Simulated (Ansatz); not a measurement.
**Kohn anomalies in ScHg (Pm-3m)**

Aim: see how the phonons of ScHg (Pm-3m) along the first symmetry line respond to the electronic smearing.

Program: Ansatz 0.2.0. Level of theory: DFT PBEsol, scalar-relativistic, plane waves, PAW. Results are calculated unless marked as measured.

Report form: the programs' logs are mostly left out.

## 1. The structure

Symmetry: Pm-3m, No. 221, cubic system. The conventional cell has a = 3.480 Å, b = 3.480 Å, c = 3.480 Å, α = 90.00°, β = 90.00°, γ = 90.00°. Nearest to Sc lie 8 Hg at 3.01 Å. Hg has 8 Sc at 3.01 Å nearest. Farther neighbours are not listed.

Coordinates:

```cif
data_structure
_symmetry_space_group_name_H-M 'P 1'
_symmetry_Int_Tables_number 1
_cell_length_a 3.4800
_cell_length_b 3.4800
_cell_length_c 3.4800
_cell_angle_alpha 90.000
_cell_angle_beta 90.000
_cell_angle_gamma 90.000
_cell_volume 42.14
loop_
_atom_site_label
_atom_site_type_symbol
_atom_site_fract_x
_atom_site_fract_y
_atom_site_fract_z
_atom_site_occupancy
Sc1 Sc 0.50000 0.50000 0.50000 1
Hg2 Hg 0.00000 0.00000 0.00000 1
```

## 2. Relaxation

The structure is brought to rest under this functional.

Input file input.yaml:

```yaml
crystal:
  lattice:
    - [3.48, 0.0, 0.0]
    - [0.0, 3.48, 0.0]
    - [0.0, 0.0, 3.48]
  atoms:
    - { symbol: Sc, position: [0.5, 0.5, 0.5] }
    - { symbol: Hg, position: [0.0, 0.0, 0.0] }
kpoints:
  mp_grid: { grid: [8, 8, 8] }
hamiltonian:
  xc: pbesol
scf:
  occupations: { method: gaussian, width: 0.1 }
output:
  forces: true
  stress: true
  eigenvalues: true
  write_density: true
  write_potential: true
  elf: true
  volumetric_format: npy
relax:
  adjacent_minimum: "off"
  f_tol: 0.005
  max_steps: 80
  cell: { stress_tol: 0.05 }
```

The run is started by

```bash
$ ansatz run input.yaml --threads 4 --pin off --max-ram 8192MiB --backend cpu --events-out ev --progress --plain --runs-dir out
```

Wall time 1.8 s (4 threads of Arm Neoverse V2, shared host); peak memory 0.35 GiB.

Relaxation path:

```tsv
step	energy less that of the first step (eV)	largest force component (eV/Å)	pressure (GPa)	volume (Å³)
1	0.0000	0.0000	-0.88	42.14
2	-0.0004	0.0000	0.83	41.33
3	-0.0013	0.0000	-0.01	41.72
4	-0.0012	0.0000	-0.01	41.72
```

The log counts 1 steps on a newly chosen plane-wave basis, not all of them marked here; energy and pressure can jump at such steps.

```tsv
conventional cell, symmetrised	before	after	change
a (Å)	3.480	3.468	-0.3 %
b (Å)	3.480	3.468	-0.3 %
c (Å)	3.480	3.468	-0.3 %
volume (Å³/atom)	21.07	20.86	-1.0 %
```

Final coordinates:

```
Sc Hg
1.0
     3.46837    0.00000    0.00000
     0.00000    3.46837    0.00000
     0.00000    0.00000    3.46837
Sc Hg
1 1
Direct
  0.50000 0.50000 0.50000
  0.00000 0.00000 0.00000
```

Numbers from this step:

```yaml
pressure: -0.01435 GPa
volume_per_atom: 20.86 Å³
metallic_on_mesh: yes
gap_on_the_k_mesh: 0 eV
```

Valence density in the ac plane at fractional y = 0.000, with atoms of Hg within 0.2 Å of it. It is the smooth field of the valence electrons, not physical close to the nuclei.

Ten even steps from '_' (0 e/Å³) to '@' (17 e/Å³), each cell a mean:
```
%%**--..______________..==##
++==::________________..::==
::..____________________....
____________________________
____________________________
____________________________
____________________________
____________________________
____________________________
____________________________
....______________________..
==--::__________________::--
##**--..______________..==**
@@##==..______________::++%%
```
Columns run along a (3.5 Å), rows up along c (3.5 Å). Atoms in or near the plane, at fractional coordinates: Hg at (0.00, 0.00).

ELF in the ac plane at fractional y = 0.000, with atoms of Hg within 0.2 Å of it. It is the smooth field of the valence electrons, not physical close to the nuclei.

Values, 14 rows by 14 columns, each cell a mean:
```
0.68 0.60 0.51 0.43 0.33 0.28 0.28 0.27 0.28 0.29 0.35 0.46 0.53 0.62
0.55 0.52 0.46 0.39 0.32 0.30 0.30 0.30 0.30 0.30 0.33 0.41 0.47 0.53
0.47 0.45 0.40 0.34 0.32 0.33 0.32 0.32 0.33 0.33 0.32 0.35 0.41 0.46
0.36 0.35 0.32 0.32 0.35 0.35 0.33 0.32 0.33 0.35 0.34 0.32 0.33 0.35
0.28 0.29 0.31 0.34 0.35 0.33 0.29 0.27 0.30 0.34 0.35 0.33 0.30 0.29
0.27 0.28 0.31 0.33 0.33 0.29 0.23 0.21 0.24 0.30 0.33 0.33 0.30 0.28
0.26 0.28 0.30 0.32 0.31 0.26 0.20 0.18 0.21 0.27 0.32 0.32 0.30 0.27
0.27 0.28 0.30 0.33 0.32 0.28 0.22 0.20 0.23 0.29 0.33 0.32 0.30 0.28
0.28 0.29 0.31 0.34 0.35 0.32 0.28 0.26 0.29 0.33 0.35 0.33 0.30 0.28
0.34 0.33 0.31 0.33 0.35 0.35 0.32 0.31 0.33 0.35 0.35 0.32 0.32 0.33
0.45 0.42 0.38 0.33 0.33 0.34 0.33 0.32 0.33 0.34 0.32 0.34 0.39 0.43
0.54 0.51 0.45 0.38 0.31 0.31 0.30 0.30 0.31 0.31 0.32 0.40 0.46 0.51
0.65 0.58 0.51 0.42 0.33 0.29 0.28 0.28 0.28 0.29 0.35 0.45 0.52 0.60
0.76 0.65 0.54 0.45 0.34 0.28 0.27 0.26 0.27 0.28 0.36 0.47 0.55 0.68
```
Columns run along a (3.5 Å), rows up along c (3.5 Å). Atoms in or near the plane, at fractional coordinates: Hg at (0.00, 0.00).

Electrostatic potential energy in the ac plane at fractional y = 0.000, with atoms of Hg within 0.2 Å of it. With pseudopotentials it is smooth inside the atoms' cores, unlike the true potential.

Ten even steps from '0' (-33 eV) to '9' (17 eV), each cell a mean:
```
00037999996200
00158999997410
12479999998642
66789999999876
99999999999999
99999999999999
99999999999999
99999999999999
99999999999999
77899999999987
23579999998753
00158999997410
00037999996200
00027999996100
```
Columns run along a (3.5 Å; values clipped at the 3rd and 97th percentile), rows up along c (3.5 Å). Atoms in or near the plane, at fractional coordinates: Hg at (0.00, 0.00).

The largest force is now zero by symmetry and the largest stress component 0.014 GPa, small enough for phonons.

## 3. Wavevectors along a line: Fermi–Dirac smearing of 0.1 eV

The smearing blurs the Fermi surface that screens the phonons; a Fermi–Dirac width is an electronic temperature.

Input file input.yaml:

```yaml
crystal:
  lattice:
    - [3.4683688511, 0.0, 0.0]
    - [0.0, 3.4683688511, 0.0]
    - [0.0, 0.0, 3.4683688511]
  atoms:
    - { symbol: Sc, position: [0.5, 0.5, 0.5] }
    - { symbol: Hg, position: [0.0, 0.0, 0.0] }
kpoints:
  mp_grid: { grid: [16, 16, 16] }
hamiltonian:
  xc: pbesol
scf:
  occupations: { method: fermi_dirac, width: 0.1 }
output:
  eigenvalues: true
phonons:
  method: dfpt
  qpoints:
    - [0, 0, 0]
    - [0.0, 0.0625, 0.0]
    - [0.0, 0.1875, 0.0]
    - [0.0, 0.3125, 0.0]
    - [0.0, 0.4375, 0.0]
```

Wall time 4.3 min (4 threads); peak memory 2.6 GiB.

Each wavevector solved by linear response. Table of frequency by |q| along the line:

```tsv
|q| along the line (Å⁻¹)	mode 1 = mode 2 (cm⁻¹)	mode 3 (cm⁻¹)	mode 4 = mode 5 (cm⁻¹)	mode 6 (cm⁻¹)
0.000	0	0	145	145
0.113	13.9	19.6	145	148
0.340	37.6	51.6	148	167
0.566	52.7	69.0	154	195
0.793	59.6	72.2	159	211
```

## 4. Phonons along a line: Fermi–Dirac smearing of 0.25 eV

Changes to input.yaml since step 3:

```diff
@@ -13,3 +13,3 @@
 scf:
-  occupations: { method: fermi_dirac, width: 0.1 }
+  occupations: { method: fermi_dirac, width: 0.25 }
 output:
```

Wider smearing eases the sum over k-points of a metal but moves the result away from its zero-temperature value.

The job ended after 4.6 min (4 threads; peak memory 2.7 GiB).

Each wavevector solved by linear response. Frequency against |q| along the line:

```tsv
|q| along the line (Å⁻¹)	mode 1 = mode 2 (cm⁻¹)	mode 3 (cm⁻¹)	mode 4 = mode 5 (cm⁻¹)	mode 6 (cm⁻¹)
0.000	0	0	147	147
0.113	14.0	19.3	148	150
0.340	38.3	51.0	151	168
0.566	54	69.3	157	192
0.793	61.1	75.3	162	208
```

Against step 3 (now smearing width 0.25 eV), the free energy moves by -78.9 meV an atom.

## 5. Wavevectors along a line: Fermi–Dirac smearing of 0.04 eV

Changes to input.yaml since step 4:

```diff
@@ -13,3 +13,3 @@
 scf:
-  occupations: { method: fermi_dirac, width: 0.25 }
+  occupations: { method: fermi_dirac, width: 0.04 }
 output:
```

Narrower smearing comes nearer the zero-temperature value but asks more of the mesh.

It took 4.2 min on 4 threads; peak memory 2.5 GiB; 16 min of CPU time.

Each wavevector solved by linear response. Table of frequency by |q| along the line:

```tsv
|q| along the line (Å⁻¹)	mode 1 = mode 2 (cm⁻¹)	mode 3 (cm⁻¹)	mode 4 = mode 5 (cm⁻¹)	mode 6 (cm⁻¹)
0.000	0	0	145	145
0.113	14.0	19.7	145	147
0.340	37.2	51.9	147	167
0.566	52.1	69.0	152	196
0.793	59.0	71.3	157	215
```

Against step 3 (now smearing width 0.04 eV), the free energy moves by +15.4 meV an atom.

## 6. Wavevectors along a line: Methfessel–Paxton smearing of 0.2 eV

The smearing blurs the Fermi surface that screens the phonons; a Methfessel–Paxton width blurs it less than a thermal one.

Changes to input.yaml since step 5:

```diff
@@ -13,3 +13,3 @@
 scf:
-  occupations: { method: fermi_dirac, width: 0.04 }
+  occupations: { method: methfessel_paxton, width: 0.2 }
 output:
```

Elapsed: 4.4 min, on 4 threads; peak memory 2.6 GiB.

Each wavevector solved by linear response. Frequency against |q| along the line:

```tsv
|q| along the line (Å⁻¹)	mode 1 = mode 2 (cm⁻¹)	mode 3 (cm⁻¹)	mode 4 = mode 5 (cm⁻¹)	mode 6 (cm⁻¹)
0.000	0	0	145	145
0.113	13.8	19.6	145	147
0.340	36.8	51.7	147	167
0.566	52	68.6	152	196
0.793	59.2	70.9	157	213
```

Against step 3 (now occupations Methfessel-Paxton and smearing width 0.2 eV), the free energy moves by +18.6 meV an atom.

## 7. Smearing and the soft branch

The lowest frequency by |q| along the line:

```tsv
|q| along the line (Å⁻¹)	fermi dirac 0.1 eV, k 16x16x16 (cm⁻¹)	fermi dirac 0.25 eV, k 16x16x16 (cm⁻¹)	fermi dirac 0.04 eV, k 16x16x16 (cm⁻¹)	methfessel paxton 0.2 eV, k 16x16x16 (cm⁻¹)
0.000	0	0	0	0
0.113	13.9	14.0	14.0	13.8
0.340	37.6	38.3	37.2	36.8
0.566	52.7	54	52.1	52
0.793	59.6	61.1	59.0	59.2
```

## 8. Outcome

```json
{
 "phonon run of the rows without a label of their own": "PBEsol, k 16×16×16",
 "lowest branch at the last solved point, Fermi–Dirac 0.1 eV": "59.6 cm⁻¹ at |q| = 0.793 Å⁻¹",
 "lowest branch at the last solved point, Fermi–Dirac 0.25 eV": "61.1 cm⁻¹ at |q| = 0.793 Å⁻¹",
 "lowest branch at the last solved point, Fermi–Dirac 0.04 eV": "59.0 cm⁻¹ at |q| = 0.793 Å⁻¹",
 "lowest branch at the last solved point, Methfessel–Paxton 0.2 eV": "59.2 cm⁻¹ at |q| = 0.793 Å⁻¹"
}
```

No branch softens by more than 4 % of the top frequency as the smearing narrows, so no anomaly that hangs on the smearing shows at these points. The line holds 5 wavevectors, so a narrow dip between them would be missed. Between Fermi–Dirac 0.25 eV and Fermi–Dirac 0.04 eV the largest change, with modes counted by rank of frequency, is in mode 6 at |q| = 0.793 Å⁻¹, from 208 to 215 cm⁻¹. Where branches cross, a count by rank can hide a softening. At the narrowest width the k mesh may not resolve the Fermi surface, so part of the change can be mesh noise. Spin–orbit coupling, left out here, matters for Hg.

[Logs are printed without paths, hosts, clocks, repeated set-up lines and the standing remarks that a program may print on its own settings, such as how far it seeks lower states.]

[Hosts, paths, dates, database ids (printed as entryN), source tags and the programs' standing remarks are cut or masked in the printed files.]
